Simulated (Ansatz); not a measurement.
# Li4BCl: relaxing a made-up structure, part 2 of 2

Starting from a made-up structure for Li4BCl, the aim is the relaxed cell, its shortest contacts and, where a second run follows, its electronic structure.

Ansatz 0.2.0; DFT, PBE, plane-wave PAW, files of the set soft_1, scalar-relativistic, no spin, cell and ions relaxed at zero pressure; PAW set soft_1 (the session's first sound run).

So far: The starting structure; Relaxation of the guess. The relaxed cell has a = 3.836, c = 22.166 Å (conventional setting).

**3. Electronic structure of the relaxed cell**

With the geometry fixed, one more self-consistent run, with a narrower smearing and the mesh shown in its input, gives the bands, and its pressure, and its forces where symmetry allows any, show how far the geometry depends on these settings.

This step: DFT, PBE, plane-wave PAW, files of the set soft_1, scalar-relativistic, no spin, bands and density of states at the relaxed cell; PAW set soft_1 (Ansatz 0.2.0).

input.yaml reads:

```yaml
crystal:
  lattice:
    - [1.9178665936, 1.1072807943, 7.3886245853]
    - [-1.9178665936, 1.1072807943, 7.3886245853]
    - [0.0, -2.214561588, 7.3886245854]
  atoms:
    - { symbol: Cl, position: [0.5, 0.5, 0.5] }
    - { symbol: B, position: [0.0, 0.0, 0.0] }
    - { symbol: Li, position: [0.3636558377, 0.3636558377, 0.3636558377] }
    - { symbol: Li, position: [0.6363441623, 0.6363441623, 0.6363441623] }
    - { symbol: Li, position: [0.1056457415, 0.1056457415, 0.1056457415] }
    - { symbol: Li, position: [0.8943542585, 0.8943542585, 0.8943542585] }
kpoints:
  mp_grid: { grid: [10, 10, 10] }
  band_path:
    path:
      - [[0.0, 0.0, 0.0], [0.5, 0.0, 0.0], [0.5, 0.18163926, -0.18163926]]
      - [[0.81836074, 0.5, 0.18163926], [0.5, 0.5, 0.5], [0.0, 0.0, 0.0], [0.34081963, 0.0, -0.34081963]]
      - [[0.65918037, 0.34081963, 0.0], [0.5, 0.5, 0.0], [0.65918037, 0.65918037, 0.18163926], [0.5, 0.5, 0.5]]
      - [[0.5, 0.0, 0.0], [0.81836074, 0.34081963, 0.34081963]]
    npoints: 8
scf:
  occupations: { method: fermi_dirac, width: 0.03 }
  n_extra_bands: 10
hamiltonian:
  xc: pbe
  pseudopotentials: { kind: paw, azcp: { folder: soft_1 } }
output:
  forces: true
  stress: true
  write_bands: true
  dos: { projected: true }
  write_density: true
  write_potential: true
  elf: true
  volumetric_format: npy
```

On the command line:

```console
ansatz run input.yaml --threads 4 --pin off --max-ram 10240MiB --backend cpu --events-out ev --progress --plain --runs-dir out
```

Numbers of over 12 decimals in the logs are rounded to 6 here.

Log:

```text
[...]
Crystal: 6 atoms, lattice volume = 94.144 Å³
Basis set: ecut = 420 eV, 1831 PW (Γ), FFT grids on a1−a2, a2, −a2+a3, exchange–correlation on 54×108×54 points (8 copies of the dense FFT grid, shifted against one another)
Bands: 21, of which v1, the nominal top of the filled ones, is band 11 counted from 1 (10 counted from 0)
Symmetry: 12 space group operations
[...]
k-points: 116 of 1000
[...]
SCF iter   1: F=—  HF=-2070.677354 eV  |F-HF|=—  |Δ(HF+E_count)|=         —  Δρ=1.49e-1  dr2=1.13e2  ethr=3.10e-3  ⟨swp⟩=6.2  Hψ=12460  notcnv=0  defer=1
[...]
SCF iter  11: F=-2055.677352 eV  HF=-2055.677352 eV  |F-HF|=4.23e-9  |Δ(HF+E_count)|=   1.51e-7  Δρ=4.72e-6  dr2=2.51e-8  ethr=4.55e-10  ⟨swp⟩=17.6  Hψ=22760  notcnv=0
SCF 1 converged in 11 iterations: F = -2055.677352 eV  dr2 = 2.51e-8
[...]
NSCF: frozen V_eff on 76 k-points
SCF converged after 11 iterations
Free energy (F): -2055.677352 eV
[...]
Internal energy: -2055.667610 eV  (E = F + TS)
E sigma→0 (E₀):  -2055.672481 eV
Entropy (-TS):   -0.009743 eV (-1.624 meV/atom)
Fermi energy:    3.420505 eV
[...]
--- Forces (eV/Å), atoms counted from 1 ---
  atom   1  Cl     0.00000000    -0.00000000    -0.00000000
  atom   2  B     -0.00000000     0.00000000     0.00000000
  atom   3  Li     0.00000000     0.00000000     0.01074125
  atom   4  Li     0.00000000    -0.00000000    -0.01074125
  atom   5  Li     0.00000000    -0.00000000    -0.00042430
  atom   6  Li     0.00000000     0.00000000     0.00042430
  max |Σ_I F_I| component: 3.47e-18 eV/Å
--- Stress (GPa, compression-positive) ---
        0.062943       0.000000       0.000000
        0.000000       0.062943      -0.000000
        0.000000      -0.000000       0.060432
  P = ⅓ Tr σ = 0.0621 GPa (0.621 kbar)
--- Band table (eV; the first three rows and the last of 116) ---
  k-point 0: bands = [... 7 lower, -1.6131, -1.6131, 2.1888, 4.5449, 5.1258, 5.1258, 6.7619, 8.6482, ... 6 higher]
  k-point 1: bands = [... 7 lower, -1.8215, -1.6592, 2.2308, 4.4730, 4.9236, 5.0095, 6.9549, 8.2885, ... 6 higher]
  k-point 2: bands = [... 7 lower, -2.2769, -1.7757, 2.3501, 3.6662, 4.4903, 5.4168, 7.4133, 7.6752, ... 6 higher]
  k-point 115: bands = [... 7 lower, -1.6129, -1.6129, 1.4843, 5.0880, 5.0880, 5.2839, 7.0747, 8.8329, ... 6 higher]
```

Run time: 5.8 s. Hardware: 4 threads of Arm Neoverse V2, shared host; peak memory 0.52 GiB.

Reading the cycles: dr2 is the Hartree energy of the density residual (eV), the measure of convergence; HF is the Harris–Foulkes estimate of the energy, which meets the free energy F at convergence.

This step gave:

```
free energy             : -2055.6774 eV
energy at zero smearing : -2055.6725 eV
smearing term TS        : 0.009743 eV
Fermi energy            : 3.421 eV
pressure                : 0.06211 GPa
```

From bands.tsv, the bands that come nearest the Fermi level along the path, at its corners, in eV from the Fermi level:

```
point  band 8  band 9  band 10  band 11  band 12  band 13  band 14  band 15
    Γ   -5.03   -5.03    -1.23     1.12     1.71     1.71     3.34     5.23
    L   -5.48   -5.28    -1.91    -0.22     0.26     2.46     2.61     4.26
   B1   -5.80   -5.17    -1.29    -1.16    -0.01     2.42     3.11     4.22
    B   -5.80   -5.17    -1.29    -1.16    -0.01     2.42     3.11     4.22
    Z   -5.03   -5.03    -1.94     1.67     1.67     1.86     3.65     5.41
    Γ   -5.03   -5.03    -1.23     1.12     1.71     1.71     3.34     5.23
    X   -5.80   -5.17    -1.27    -1.21    -0.01     2.47     3.20     4.00
    Q   -5.80   -5.17    -1.27    -1.21    -0.01     2.47     3.20     4.00
    F   -5.48   -5.35    -1.73    -0.02     0.33     1.08     3.78     4.06
   P1   -5.48   -5.33    -1.75    -0.11     0.31     1.29     3.69     4.18
    Z   -5.03   -5.03    -1.94     1.67     1.67     1.86     3.65     5.41
    L   -5.48   -5.28    -1.91    -0.22     0.26     2.46     2.61     4.26
    P   -5.48   -5.33    -1.75    -0.11     0.31     1.29     3.69     4.18
```

States per cell as run, both spins, in windows of 1 eV, from dos.tsv (zero at the Fermi level):

| from | to | total |
| --- | --- | --- |
| -8 | -7 | 0.00 |
| -7 | -6 | 2.68 |
| -6 | -5 | 5.32 |
| -5 | -4 | 0.00 |
| -4 | -3 | 0.00 |
| -3 | -2 | 0.00 |
| -2 | -1 | 1.98 |
| -1 | 0 | 1.97 |
| 0 | 1 | 1.64 |
| 1 | 2 | 0.87 |
| 2 | 3 | 1.56 |
| 3 | 4 | 2.13 |
| 4 | 5 | 2.71 |
| 5 | 6 | 3.62 |

Below -8 eV lie 10.0 more states.

Electrostatic potential energy in the ac plane of the cell as run, not the conventional one, at fractional y = 0.000, with atoms of B within 0.2 Å of it. With pseudopotentials it is smooth inside the atoms' cores, unlike the true potential.

Values in eV, 12 rows by 16 columns, each cell a mean:
```
-27 -27  -6   4   2   0   1   3   4   4   0 -10 -15  -4   3 -11
 -2 -18 -20  -1   5   5   4   3   4   5   4   0 -14 -25 -11   3
  3   4   0  -1   3   6   6   5   5   5   5   4   1 -10 -21 -11
 -3   3   6   5   4   5   6   6   6   6   5   5   5   3  -2  -8
  0   2   4   6   6   5   5   5   6   6   6   5   5   5   4   2
  4   3   4   5   6   6   5   5   5   5   6   6   5   4   4   4
  4   4   5   5   6   6   6   5   5   5   6   6   6   4   3   3
  0   2   4   5   5   6   6   6   6   5   5   6   6   6   3   0
-10 -10  -1   3   5   5   5   6   6   6   6   4   4   5   5   1
 -1 -19 -21  -6   3   5   5   5   5   5   6   5   0  -6  -1   4
  1   0 -16 -22  -7   2   4   5   4   3   3   5   4 -11 -26 -15
-25  -4   3  -6 -12  -3   2   4   4   2  -1  -2   3   3 -16 -29
```
Columns run along a (7.7 Å; values clipped at the 3rd and 97th percentile), rows up along c (7.7 Å). Atoms in or near the plane, at fractional coordinates: B at (0.00, 0.00).

Valence density in the ac plane of the cell as run, not the conventional one, at fractional y = 0.000, with atoms of B within 0.2 Å of it. It is the smooth field of the valence electrons, not physical close to the nuclei.

Values in e/Å³, 12 rows by 16 columns, each cell a mean:
```
0.5 0.6 0.5 0.2 0.1 0.1 0.0 0.0 0.0 0.0 0.0 0.2 0.7 0.3 0.3 0.5
0.4 0.5 0.5 0.4 0.2 0.1 0.0 0.0 0.0 0.0 0.0 0.1 0.8 2.2 0.7 0.2
0.1 0.2 0.4 0.4 0.3 0.1 0.1 0.0 0.0 0.0 0.0 0.1 0.1 0.5 1.5 0.4
0.1 0.1 0.1 0.2 0.2 0.2 0.1 0.1 0.0 0.0 0.0 0.0 0.1 0.1 0.1 0.2
0.0 0.0 0.1 0.1 0.1 0.1 0.1 0.1 0.1 0.0 0.0 0.0 0.0 0.0 0.0 0.0
0.0 0.0 0.0 0.0 0.1 0.1 0.1 0.1 0.1 0.1 0.0 0.0 0.0 0.0 0.0 0.0
0.0 0.0 0.0 0.0 0.0 0.0 0.1 0.1 0.1 0.1 0.1 0.1 0.1 0.0 0.0 0.0
0.0 0.0 0.0 0.0 0.0 0.0 0.0 0.0 0.1 0.1 0.1 0.1 0.1 0.1 0.1 0.0
0.2 0.3 0.1 0.1 0.1 0.0 0.0 0.0 0.1 0.1 0.1 0.2 0.2 0.2 0.1 0.1
0.2 1.2 1.7 0.3 0.1 0.1 0.0 0.0 0.0 0.1 0.1 0.2 0.3 0.4 0.4 0.2
0.3 0.2 1.3 1.7 0.2 0.0 0.0 0.0 0.0 0.0 0.1 0.1 0.3 0.5 0.6 0.6
0.6 0.4 0.2 0.3 0.3 0.1 0.0 0.0 0.0 0.0 0.0 0.1 0.1 0.3 0.6 0.5
```
Columns run along a (7.7 Å), rows up along c (7.7 Å). Atoms in or near the plane, at fractional coordinates: B at (0.00, 0.00).

ELF in the ac plane of the cell as run, not the conventional one, at fractional y = 0.000, with atoms of B within 0.2 Å of it. It is the smooth field of the valence electrons, not physical close to the nuclei.

Ten even steps from '_' (0.01) to '@' (0.88), each cell a mean:
```
....##@@@@==____________________::..==@@@@##
##::--%%@@@@++..________________--==::--@@@@
@@##==**%%@@%%++::________..____..****::--@@
@@@@%%####@@@@%%++::______......__..****::==
==@@@@%%%%%%%%%%##++::____....::..__..**==..
__++%%@@%%%%%%####**==..____..::::..__..--::
__..++%%%%%%####**++==--..____..::::..______
____..**######****++==--::..____......______
______::++****++++==----::::..____......____
________::==++====----::::::::..____________
__________::--==----::::::------..__________
____________..::--::::::----======::________
______..______..::::::----==++++**++::______
______......____..::----==++****####++::____
______....::..____..::====++**####%%%%++..__
__..____..::::..____..--++**####%%%%@@%%++__
__--==..__..::::..____::==**##%%%%%%@@@@@@==
--..****..__......______::++##%%%%%%##%%@@@@
%%--::##**..__......______::**%%@@%%##**%%@@
@@%%--::**==________________..++%%@@%%==--##
##@@%%--..--..________________..++@@@@##::..
..##@@%%--________________________==@@@@##..
```
Columns run along a (7.7 Å), rows up along c (7.7 Å). Atoms in or near the plane, at fractional coordinates: B at (0.00, 0.00).

**4. Results**

- space group, relaxed: R-3m
- conventional cell: a = 3.836, b = 3.836, c = 22.166 Å; α = 90.0°, β = 90.0°, γ = 120.0°
- volume per atom: 15.69 Å³ (guess 11.41)

Li4BCl relaxes to R-3m with a = 3.836, b = 3.836 and c = 22.166 Å. The guessed volume was 27 % too small. The space group R-3m was held in the relaxation, so the end point is a stationary structure within it and may be a saddle against distortions or other arrangements. Bands cross the Fermi level, so it is a metal or semimetal at this level. On the 10×10×10 mesh with the narrower smearing (relaxed on 9×9×9) the largest force component is 0.011 eV/Å and the largest stress component is 0.063 GPa, against the relaxation's thresholds of 0.015 eV/Å and 0.05 GPa. The cutoff wasn't tested. A vector of the cell changed its length by 14 %, more than the volume shows. No dispersion term is used, so weakly bound directions may come out too long. Nothing here tests whether the compound is stable against decomposition.

[Logs are printed without paths, hosts, clocks, repeated set-up lines and the standing remarks that a program may print on its own settings, such as how far it seeks lower states.]

[Hosts, paths, dates, database ids (printed as entryN), source tags and the programs' standing remarks are cut or masked in the printed files.]
